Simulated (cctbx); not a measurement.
# Occupancies in GaRhPb

Cell a = 6.3380 Å, b = 4.6520 Å, c = 8.5530 Å, α = 90.00°, β = 90.00°, γ = 90.00°; space group Pnma (no. 62); nominal formula GaRhPb.

Simulated single-crystal data (cctbx): Cu Kα, λ = 1.54184 Å, to d = 0.83 Å, 50 % of the full sphere, strongest reflection 40000 counts, noise from counting, a 3 % proportional error and a noise floor of 15 counts (s.d.); no absorption.

With every site full:

```text
Rint 0.027, 243 unique reflections to 0.83 A
cycle     R1     wR2    GooF  max shift (A)
   1  0.1262  0.3260  12.310   0.00545
   2  0.0292  0.0761   2.874   0.00041
final R1 0.0293 wR2 0.0761 GooF 2.874  parameters 18  data/parameter 13.5
atom        x        y        z      Ueq    occ   su(xyz)  su(Uiso or U11)
Pb1    0.22508  0.75000  0.39772   0.0130  1.000  0.00012  0.0005
Rh1    0.65750  0.75000  0.43161   0.0307  1.000  0.00032  0.0011
Ga1    0.95680  0.25000  0.30465   0.0431  1.000  0.00066  0.0024
difference map: max 1.34 min -3.88 rms 0.55
Q1    0.2524  0.2500  0.9180    4    1.34  0.22 A from Pb1
Q2    0.1305  0.7500  0.5622    4    1.22  1.27 A from Ga1
Q3    0.2572  0.2500  0.2162    4    1.05  1.28 A from Ga1
Q4    0.2195  0.2500  0.5044    4    1.01  0.95 A from Rh1
Q5    0.1897  0.7500  0.1550    4    0.98  0.77 A from Rh1
Q6    0.0312  0.7500  0.8333    4    0.97  1.18 A from Ga1
```

With the occupancies of the suspect sites free, each still typed as its main element:

```text
Rint 0.027, 243 unique reflections to 0.83 A
cycle     R1     wR2    GooF  max shift (A)
   1  0.1326  0.3305  12.509   0.00446
   6  0.0101  0.0239   0.906   0.00003
final R1 0.0101 wR2 0.0239 GooF 0.906  parameters 19  data/parameter 12.8
atom        x        y        z      Ueq    occ   su(xyz)  su(Uiso or U11)
Pb1    0.22514  0.75000  0.39780   0.0134  1.000  0.00004  0.0002
Rh1    0.65759  0.75000  0.43159   0.0310  1.000  0.00010  0.0003
Ga1    0.95650  0.25000  0.30540   0.0239  0.749  0.00020  0.0008
su of occupancy Ga1: 0.005
difference map: max 0.87 min -0.97 rms 0.22
Q1    0.1899  0.7500  0.1578    4    0.89  0.79 A from Rh1
Q2    0.0369  0.2500  0.3907    4    0.77  0.89 A from Ga1
Q3    0.1348  0.7500  0.5609    4    0.69  1.28 A from Ga1
Q4    0.2433  0.2500  0.5091    4    0.67  0.81 A from Rh1
Q5    0.2584  0.2500  0.2119    4    0.64  1.26 A from Ga1
Q6    0.0892  0.5422  0.2251    8    0.64  1.71 A from Rh1
```

**Question.** What is the disorder?

X-rays count electrons. Ga1 refines to 0.749(0.005), or 23.2 electrons; the site truly holds 0.75 Ga, 23.2 electrons, which is 0.750 of Ga. A value under 1 can't tell vacancies from a lighter guest, and one over 1 needs a heavier guest; chemistry or a second radiation must settle which. Occupancy correlates with U and the scale, so the match is approximate.

Freeing them takes R1 from 0.0293 to 0.0101 and GooF from 2.87 to 0.91.

The model is made up (kin elements in a known structure type, no relaxation), so it says nothing on whether the phase exists.

[Middle refinement cycles are left out of these outputs.]

[Logs are printed without paths, hosts, clocks, repeated set-up lines and the standing remarks that a program may print on its own settings, such as how far it seeks lower states.]
